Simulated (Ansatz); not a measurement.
# What NaVSe3 (model cell, started as cubic perovskite with V in the octahedra) distorts into, part 2 of 3

Which phase does NaVSe3 (model cell, started as cubic perovskite with V in the octahedra) fall into along its unstable mode, and how much energy does it gain?

Ansatz 0.2.0; DFT PBE, scalar-relativistic, plane waves, PAW.

So far, highest frequency on the path or at a solved wavevector (cm⁻¹): step 2 (response at finite wavevector) 250. Also lowest frequency on the path (cm⁻¹): step 2 -146.

The structure was built from a prototype and need not be the compound's stable phase.

**6. Relaxing from the distorted cell**

Starting from the lowest point found, all atoms and the cell are let go, so that strain and other modes of the same symmetry can join in.

Input file input.yaml:

```yaml
crystal:
  lattice:
    - [4.8990130555, 0.0, 0.0]
    - [0.0, 4.8990130555, 0.0]
    - [0.0, 0.0, 9.798026111]
  atoms:
    - { symbol: Na, position: [0.0, 0.0, 0.0] }
    - { symbol: Na, position: [0.0, 0.0, 0.5] }
    - { symbol: V, position: [0.453812295, 0.546187705, 0.25] }
    - { symbol: V, position: [0.546187705, 0.453812295, 0.75] }
    - { symbol: Se, position: [0.5, 0.5, 0.5] }
    - { symbol: Se, position: [0.5, 0.5, 0.0] }
    - { symbol: Se, position: [0.5182067413, 0.0050698796, 0.25] }
    - { symbol: Se, position: [0.4817932587, -0.0050698796, 0.75] }
    - { symbol: Se, position: [-0.0050698796, 0.4817932587, 0.25] }
    - { symbol: Se, position: [0.0050698796, 0.5182067413, 0.75] }
kpoints:
  mp_grid: { grid: [6, 6, 4] }
hamiltonian:
  xc: pbe
scf:
  occupations: { method: methfessel_paxton, width: 0.15 }
output:
  forces: true
  stress: true
  eigenvalues: true
relax:
  adjacent_minimum: "off"
  f_tol: 0.002
  max_steps: 120
  cell: { stress_tol: 0.03 }
```

Run with:

```bash
> ansatz run input.yaml --threads 8 --pin off --max-ram 14336MiB --backend cpu --events-out ev --progress --plain --runs-dir out
```

Numbers of over 12 decimals in the logs are rounded to 6 here.

The program printed:

```text
[...]
Crystal: 10 atoms, lattice volume = 235.156 Å³
Basis set: ecut = 420 eV, 4597 PW (Γ), exchange–correlation on 72×72×144 points (8 copies of the dense FFT grid, shifted against one another)
Bands: 84, of which v1, the nominal top of the filled ones, is band 70 counted from 1 (69 counted from 0)
Symmetry: 8 space group operations
[...]
k-points: 39 of 144
[...]
SCF iter   1: F=—  HF=-41617.037633 eV  |F-HF|=—  |Δ(HF+E_count)|=         —  Δρ=2.46e-3  dr2=1.65e-2  ethr=1.77e-3  ⟨swp⟩=5.9  Hψ=11212  notcnv=0
[...]
SCF iter   7: F=-41617.039246 eV  HF=-41617.039246 eV  |F-HF|=1.23e-8  |Δ(HF+E_count)|=   3.77e-8  S|Δr|=    0.00e0  Δρ=3.78e-6  dr2=2.58e-8  ethr=7.14e-11  ⟨swp⟩=7.3  Hψ=13787  notcnv=0
SCF 1 converged in 7 iterations: F = -41617.039246 eV  dr2 = 2.58e-8
[...]
relax step   1: F+E_penalty+E_count = -41617.03924557 eV  Δ(F+E_penalty+E_count) = +0.000e0 eV  max|allowed force component| = 3.455e-1 eV/Å  Δτ_max = 0.0000 Å  P = +1.109 GPa  Ω = 235.156 Å³  (7 SCF iters, dr2 threshold 1.00e-7 eV, accepted)
Crystal: 10 atoms, lattice volume = 236.591 Å³
Basis set: ecut = 420 eV, 4633 PW (Γ), exchange–correlation on 72×72×144 points (8 copies of the dense FFT grid, shifted against one another)
[...]
SCF iter   8: F=-41617.175087 eV  HF=-41617.175087 eV  |F-HF|=1.42e-8  |Δ(HF+E_count)|=   5.02e-8  S|Δr|=    0.00e0  Δρ=2.74e-6  dr2=2.05e-8  ethr=7.14e-10  ⟨swp⟩=6.9  Hψ=10918  notcnv=0
SCF 2 converged in 8 iterations: F = -41617.175087 eV  dr2 = 2.05e-8
relax step   2: F+E_penalty+E_count = -41617.17508696 eV  Δ(F+E_penalty+E_count) = -1.358e-1 eV  max|allowed force component| = 2.484e-1 eV/Å  Δτ_max = 0.1725 Å  P = -0.105 GPa  Ω = 236.591 Å³  energy of the carried Pulay correction = -1.430e-4 eV  (8 SCF iters, dr2 threshold 1.00e-6 eV, accepted)
Crystal: 10 atoms, lattice volume = 239.345 Å³
Basis set: ecut = 420 eV, 4669 PW (Γ), exchange–correlation on 72×72×144 points (8 copies of the dense FFT grid, shifted against one another)
[...]
SCF iter   6: F=-41617.244545 eV  HF=-41617.244545 eV  |F-HF|=1.78e-8  |Δ(HF+E_count)|=   1.09e-6  S|Δr|=    0.00e0  Δρ=1.39e-5  dr2=3.76e-7  ethr=7.14e-10  ⟨swp⟩=5.8  Hψ=15988  notcnv=0
SCF 3 converged in 6 iterations: F = -41617.244545 eV  dr2 = 3.76e-7
relax step   3: F+E_penalty+E_count = -41617.24454545 eV  Δ(F+E_penalty+E_count) = -6.946e-2 eV  max|allowed force component| = 2.493e-1 eV/Å  Δτ_max = 0.0843 Å  P = -0.617 GPa  Ω = 239.345 Å³  energy of the carried Pulay correction = -4.149e-4 eV  (6 SCF iters, dr2 threshold 1.00e-6 eV, accepted)
[... from here on, the SCF cycles and remarks between the steps are left out ...]
relax step   4: F+E_penalty+E_count = -41617.29943544 eV  Δ(F+E_penalty+E_count) = -5.489e-2 eV  max|allowed force component| = 1.414e-1 eV/Å  Δτ_max = 0.0914 Å  P = +0.088 GPa  Ω = 238.936 Å³  energy of the carried Pulay correction = -3.746e-4 eV  (7 SCF iters, dr2 threshold 1.00e-6 eV, accepted)
relax step   5: F+E_penalty+E_count = -41617.31868635 eV  Δ(F+E_penalty+E_count) = -1.925e-2 eV  max|allowed force component| = 8.984e-2 eV/Å  Δτ_max = 0.0288 Å  P = +0.408 GPa  Ω = 240.180 Å³  energy of the carried Pulay correction = -4.967e-4 eV  (6 SCF iters, dr2 threshold 1.00e-6 eV, accepted)
relax step   6: F+E_penalty+E_count = -41617.33630865 eV  Δ(F+E_penalty+E_count) = -1.762e-2 eV  max|allowed force component| = 5.377e-2 eV/Å  Δτ_max = 0.0682 Å  P = +0.400 GPa  Ω = 245.454 Å³  energy of the carried Pulay correction = -1.007e-3 eV  (6 SCF iters, dr2 threshold 8.38e-7 eV, accepted)
relax step   7: F+E_penalty+E_count = -41617.35053905 eV  Δ(F+E_penalty+E_count) = -1.423e-2 eV  max|allowed force component| = 2.455e-2 eV/Å  Δτ_max = 0.0353 Å  P = +0.167 GPa  Ω = 249.156 Å³  energy of the carried Pulay correction = -1.358e-3 eV  (6 SCF iters, dr2 threshold 9.82e-7 eV, accepted)
relax step   8: F+E_penalty+E_count = -41617.40402377 eV  Δ(F+E_penalty+E_count) = -5.348e-2 eV  max|allowed force component| = 4.267e-2 eV/Å  Δτ_max = 0.0847 Å  P = +0.234 GPa  Ω = 256.184 Å³  energy of the carried Pulay correction = -2.011e-3 eV  (7 SCF iters, dr2 threshold 6.11e-7 eV, accepted)
relax step   9: F+E_penalty+E_count = -41617.42818097 eV  Δ(F+E_penalty+E_count) = -2.416e-2 eV  max|allowed force component| = 3.192e-1 eV/Å  Δτ_max = 0.0866 Å  P = +0.065 GPa  Ω = 263.576 Å³  energy of the carried Pulay correction = -2.678e-3 eV  (8 SCF iters, dr2 threshold 7.89e-7 eV, accepted)
relax step  10: F+E_penalty+E_count = -41617.35325247 eV  Δ(F+E_penalty+E_count) = +7.493e-2 eV  max|allowed force component| = 5.377e-1 eV/Å  Δτ_max = 0.1093 Å  P = +1.622 GPa  Ω = 260.705 Å³  energy of the carried Pulay correction = -2.421e-3 eV  (9 SCF iters, dr2 threshold 1.00e-6 eV, rejected (line search))
relax step  11: F+E_penalty+E_count = -41617.46637676 eV  Δ(F+E_penalty+E_count) = -3.820e-2 eV  max|allowed force component| = 5.751e-2 eV/Å  Δτ_max = 0.0436 Å  P = -0.132 GPa  Ω = 263.961 Å³  energy of the carried Pulay correction = -2.712e-3 eV  (12 SCF iters, accepted)
relax step  12: F+E_penalty+E_count = -41617.47519311 eV  Δ(F+E_penalty+E_count) = -8.816e-3 eV  max|allowed force component| = 5.624e-2 eV/Å  Δτ_max = 0.0256 Å  P = +0.038 GPa  Ω = 264.041 Å³  energy of the carried Pulay correction = -2.719e-3 eV  (7 SCF iters, dr2 threshold 2.64e-7 eV, accepted)
relax step  13: F+E_penalty+E_count = -41617.49792159 eV  Δ(F+E_penalty+E_count) = -2.273e-2 eV  max|allowed force component| = 4.146e-2 eV/Å  Δτ_max = 0.1063 Å  P = +0.054 GPa  Ω = 268.485 Å³  energy of the carried Pulay correction = -3.110e-3 eV  (9 SCF iters, dr2 threshold 1.98e-7 eV, accepted)
relax step  14: F+E_penalty+E_count = -41617.49617772 eV  Δ(F+E_penalty+E_count) = +1.744e-3 eV  max|allowed force component| = 1.157e-1 eV/Å  Δτ_max = 0.0707 Å  P = +0.129 GPa  Ω = 270.983 Å³  energy of the carried Pulay correction = -3.327e-3 eV  (7 SCF iters, dr2 threshold 4.99e-7 eV, rejected (line search))
relax step  15: F+E_penalty+E_count = -41617.50384445 eV  Δ(F+E_penalty+E_count) = -5.923e-3 eV  max|allowed force component| = 5.652e-3 eV/Å  Δτ_max = 0.0226 Å  P = +0.001 GPa  Ω = 269.148 Å³  energy of the carried Pulay correction = -3.168e-3 eV  (10 SCF iters, accepted)
[...]
relax step  22: F+E_penalty+E_count = -41617.81714487 eV  Δ(F+E_penalty+E_count) = -3.068e-2 eV  max|allowed force component| = 1.036e-1 eV/Å  Δτ_max = 0.0408 Å  P = -0.008 GPa  Ω = 297.364 Å³  energy of the carried Pulay correction = -4.383e-3 eV  (9 SCF iters, dr2 threshold 1.00e-6 eV, accepted)
relax step  23: F+E_penalty+E_count = -41617.82729135 eV  Δ(F+E_penalty+E_count) = -1.015e-2 eV  max|allowed force component| = 1.317e-1 eV/Å  Δτ_max = 0.0598 Å  P = -0.220 GPa  Ω = 302.964 Å³  energy of the carried Pulay correction = -5.546e-3 eV  (8 SCF iters, dr2 threshold 6.70e-7 eV, accepted)
relax step  24: F+E_penalty+E_count = -41617.83256490 eV  Δ(F+E_penalty+E_count) = -5.274e-3 eV  max|allowed force component| = 2.769e-2 eV/Å  Δτ_max = 0.0149 Å  P = +0.016 GPa  Ω = 299.245 Å³  energy of the carried Pulay correction = -4.792e-3 eV  (8 SCF iters, dr2 threshold 1.00e-6 eV, accepted)
relax step  25: F+E_penalty+E_count = -41617.83247194 eV  Δ(F+E_penalty+E_count) = +9.295e-5 eV  max|allowed force component| = 1.575e-2 eV/Å  Δτ_max = 0.0081 Å  P = -0.001 GPa  Ω = 300.404 Å³  energy of the carried Pulay correction = -5.031e-3 eV  (6 SCF iters, dr2 threshold 4.79e-8 eV, accepted)
relax step  26: F+E_penalty+E_count = -41617.83269620 eV  Δ(F+E_penalty+E_count) = -2.243e-4 eV  max|allowed force component| = 3.073e-3 eV/Å  Δτ_max = 0.0032 Å  P = -0.017 GPa  Ω = 299.879 Å³  energy of the carried Pulay correction = -4.923e-3 eV  (7 SCF iters, dr2 threshold 1.55e-8 eV, accepted)
relax step  27: F+E_penalty+E_count = -41617.83272591 eV  Δ(F+E_penalty+E_count) = -2.971e-5 eV  max|allowed force component| = 2.003e-4 eV/Å  Δτ_max = 0.0001 Å  P = -0.001 GPa  Ω = 299.769 Å³  energy of the carried Pulay correction = -4.901e-3 eV  (6 SCF iters, dr2 threshold 5.90e-10 eV, accepted)
relax step  28: F+E_penalty+E_count = -41617.86299205 eV  Δ(F+E_penalty+E_count) = -3.027e-2 eV  max|allowed force component| = 8.374e-4 eV/Å  Δτ_max = 0.0000 Å  P = +0.165 GPa  Ω = 299.769 Å³  stress off target by 4.52e-1 GPa  SCF on the basis re-selected at this cell (its energy is not comparable with the rows above)  (9 SCF iters)
relax step  29: F+E_penalty+E_count = -41617.88045307 eV  Δ(F+E_penalty+E_count) = -1.746e-2 eV  max|allowed force component| = 1.569e-2 eV/Å  Δτ_max = 0.0322 Å  P = +0.112 GPa  Ω = 305.196 Å³  energy of the carried Pulay correction = -4.870e-4 eV  (6 SCF iters, dr2 threshold 5.11e-7 eV, accepted)
relax step  30: F+E_penalty+E_count = -41617.89425087 eV  Δ(F+E_penalty+E_count) = -1.380e-2 eV  max|allowed force component| = 5.749e-2 eV/Å  Δτ_max = 0.0579 Å  P = +0.196 GPa  Ω = 312.112 Å³  energy of the carried Pulay correction = -1.260e-3 eV  (7 SCF iters, dr2 threshold 1.75e-7 eV, accepted)
relax step  31: F+E_penalty+E_count = -41617.89729100 eV  Δ(F+E_penalty+E_count) = -3.040e-3 eV  max|allowed force component| = 2.567e-2 eV/Å  Δτ_max = 0.0236 Å  P = +0.054 GPa  Ω = 317.408 Å³  energy of the carried Pulay correction = -1.986e-3 eV  (7 SCF iters, dr2 threshold 3.63e-7 eV, accepted)
relax step  32: F+E_penalty+E_count = -41617.89737836 eV  Δ(F+E_penalty+E_count) = -8.736e-5 eV  max|allowed force component| = 2.815e-3 eV/Å  Δτ_max = 0.0019 Å  P = -0.006 GPa  Ω = 317.735 Å³  energy of the carried Pulay correction = -2.034e-3 eV  (6 SCF iters, dr2 threshold 4.12e-8 eV, accepted)
relax step  33: F+E_penalty+E_count = -41617.89736796 eV  Δ(F+E_penalty+E_count) = +1.040e-5 eV  max|allowed force component| = 4.396e-4 eV/Å  Δτ_max = 0.0008 Å  P = +0.001 GPa  Ω = 317.818 Å³  energy of the carried Pulay correction = -2.047e-3 eV  (7 SCF iters, dr2 threshold 4.95e-10 eV, accepted)
relax step  34: F+E_penalty+E_count = -41617.90121191 eV  Δ(F+E_penalty+E_count) = -3.844e-3 eV  max|allowed force component| = 6.382e-4 eV/Å  Δτ_max = 0.0000 Å  P = +0.012 GPa  Ω = 317.818 Å³  stress off target by 4.87e-2 GPa  SCF on the basis re-selected at this cell (its energy is not comparable with the rows above)  (9 SCF iters)
relax step  35: F+E_penalty+E_count = -41617.90157465 eV  Δ(F+E_penalty+E_count) = -3.627e-4 eV  max|allowed force component| = 1.350e-3 eV/Å  Δτ_max = 0.0097 Å  P = +0.012 GPa  Ω = 319.458 Å³  energy of the carried Pulay correction = -1.302e-4 eV  (7 SCF iters, dr2 threshold 5.92e-9 eV, accepted)
relax step  36: F+E_penalty+E_count = -41617.90156957 eV  Δ(F+E_penalty+E_count) = +5.075e-6 eV  max|allowed force component| = 1.165e-3 eV/Å  Δτ_max = 0.0054 Å  P = +0.005 GPa  Ω = 320.565 Å³  energy of the carried Pulay correction = -2.222e-4 eV  (9 SCF iters, accepted)
[...]
SCF iter   8: F=-41617.901794 eV  HF=-41617.901794 eV  |F-HF|=0.00e0  |Δ(HF+E_count)|=  2.91e-11  S|Δr|=    0.00e0  Δρ=4.51e-8  dr2=1.23e-11  ethr=1.00e-12  ⟨swp⟩=4.3  Hψ=11652  notcnv=0
SCF 37 converged in 8 iterations: F = -41617.901794 eV  dr2 = 1.23e-11
relax step  37: F+E_penalty+E_count = -41617.90179369 eV  Δ(F+E_penalty+E_count) = -2.241e-4 eV  max|allowed force component| = 1.112e-3 eV/Å  Δτ_max = 0.0000 Å  P = +0.004 GPa  Ω = 320.565 Å³  stress off target by 7.47e-3 GPa  SCF on the basis re-selected at this cell (its energy is not comparable with the rows above)  (8 SCF iters)
[...]
SCF converged after 8 iterations
[...]
Free energy (F): -41617.901794 eV
[...]
Internal energy: -41617.913559 eV  (E = F + TS)
E sigma→0 (E₀):  -41617.904735 eV
Entropy (-TS):   0.011766 eV (1.177 meV/atom)
Fermi energy:    3.593934 eV
[...]
--- Forces (eV/Å), atoms counted from 1 ---
  atom   1  Na     0.00000000     0.00000000    -0.00000000
  atom   2  Na     0.00000000     0.00000000     0.00000000
  atom   3  V     -0.00017034     0.00017034     0.00000000
  atom   4  V      0.00017034    -0.00017034     0.00000000
  atom   5  Se    -0.00000000     0.00000000     0.00000000
  atom   6  Se     0.00000000    -0.00000000     0.00000000
  atom   7  Se     0.00059153     0.00111185     0.00000000
  atom   8  Se    -0.00059153    -0.00111185     0.00000000
  atom   9  Se    -0.00111185    -0.00059153     0.00000000
  atom  10  Se     0.00111185     0.00059153     0.00000000
  max |Σ_I F_I| component: 6.31e-30 eV/Å
--- Stress (GPa, compression-positive) ---
        0.007368       0.000101       0.000000
        0.000101       0.007368       0.000000
        0.000000       0.000000      -0.003779
  P = ⅓ Tr σ = 0.0037 GPa (0.037 kbar)
--- Band table (eV; the first three rows and the last of 39) ---
  k-point 0: bands = [... 66 lower, 2.3680, 2.8032, 3.0484, 3.1986, 3.6469, 4.4170, 4.5617, 5.0180, ... 10 higher]
  k-point 1: bands = [... 66 lower, 2.1810, 2.6465, 2.9296, 3.1594, 4.2413, 4.5564, 4.5926, 4.8508, ... 10 higher]
  k-point 2: bands = [... 66 lower, 1.9687, 1.9687, 3.1416, 3.1416, 4.6776, 4.6776, 4.8230, 4.8230, ... 10 higher]
  k-point 38: bands = [... 66 lower, 2.9213, 2.9213, 3.5716, 3.5716, 4.7120, 4.7120, 4.7464, 4.7464, ... 10 higher]
--- Relaxed structure (33 steps of the walk, 31 accepted, 4 SCFs on fresh bases) ---
  F+E_penalty+E_count = -41617.90179369 eV   max|allowed force component| = 1.112e-3 eV/Å   (the final SCF, on the basis selected at the relaxed cell)
  cell:  # Å, volume = 320.5653 Å³
    - [6.481120, 0.781334, 0.0]
    - [0.781334, 6.481120, 0.0]
    - [0.0, 0.0, 7.744165]
  atoms:
    - { symbol: Na, position: [1.4827791788587863e-19, -6.075314224200178e-19, 0] }
    - { symbol: Na, position: [1.4827791788587844e-19, -6.075314224200178e-19, 0.500000] }
    - { symbol: V, position: [0.340872, 0.659128, 0.250000] }
    - { symbol: V, position: [0.659128, 0.340872, 0.75] }
    - { symbol: Se, position: [0.5, 0.5, 0.500000] }
    - { symbol: Se, position: [0.5, 0.5, 0] }
    - { symbol: Se, position: [0.359547, -0.00262873, 0.250000] }
    - { symbol: Se, position: [0.640453, 0.00262873, 0.75] }
    - { symbol: Se, position: [0.00262873, 0.640453, 0.250000] }
    - { symbol: Se, position: [-0.00262873, 0.359547, 0.75] }
```

It took 8.9 min on 8 threads of Arm Neoverse N1, shared host; peak memory 1.8 GiB.

The steps of the relaxation (22 of 37):

```tsv
step	energy less that of the first step (eV)	largest force component (eV/Å)	pressure (GPa)	volume (Å³)
1	0.0000	0.3455	1.11	235.16
3	-0.2053	0.2493	-0.62	239.35
4	-0.2602	0.1414	0.09	238.94
6	-0.2971	0.0538	0.40	245.45
8	-0.3648	0.0427	0.23	256.18
10	-0.3140	0.5377	1.62	260.71
11	-0.4271	0.0575	-0.13	263.96
13	-0.4587	0.0415	0.05	268.49
15	-0.4646	0.0057	0.00	269.15
16	-0.4650	0.0078	0.01	269.91
18	-0.4651	0.0011	0.01	269.66
20	-0.6830	0.0649	0.47	280.41
22	-0.7779	0.1036	-0.01	297.36
23	-0.7880	0.1317	-0.22	302.96
25	-0.7932	0.0157	0.00	300.40
27	-0.7935	0.0002	0.00	299.77
28*	-0.8237	0.0008	0.17	299.77
30	-0.8550	0.0575	0.20	312.11
32	-0.8581	0.0028	-0.01	317.74
34*	-0.8620	0.0006	0.01	317.82
35	-0.8623	0.0014	0.01	319.46
37*	-0.8625	0.0011	0.00	320.57
```

Relaxation steps marked * repeat the geometry before them on a plane-wave basis chosen anew for their cell, so energy and pressure can jump there. Other such steps can lie between the rows shown. Relaxation steps 10, 14 were tried and not accepted.

Forces are held to the 8 operations that the run works with; a distortion that breaks them can't arise in this run.

```tsv
cell as run	before	after	change
a (Å)	4.899	6.528	+33.3 %
b (Å)	4.899	6.528	+33.3 %
c (Å)	9.798	7.744	-21.0 %
γ (°)	90.00	76.25	-15.3 %
volume (Å³/atom)	23.52	32.06	+36.3 %
```

The atoms that moved most (Å, as changes of fractional coordinates times the final cell):

```tsv
atom	dx	dy	dz	length
Se7	-1.034	-0.174	0.000	1.049
Se10	-0.174	-1.034	0.000	1.049
Se9	0.174	1.034	0.000	1.049
Se8	1.034	0.174	0.000	1.049
V4	0.644	-0.644	0.000	0.910
V3	-0.644	0.644	0.000	0.910
```

Numbers from this step:

```
pressure          : 0.003652 GPa
volume per atom   : 32.06 Å³
gap on the k-mesh : 0.07178 eV
```

The distorted start has space group Cmcm; the relaxation ends in Cmcm.

(Continued in part 3 of 3.)

[Logs are printed without paths, hosts, clocks, repeated set-up lines and the standing remarks that a program may print on its own settings, such as how far it seeks lower states.]

[Hosts, paths, dates, database ids (printed as entryN), source tags and the programs' standing remarks are cut or masked in the printed files.]
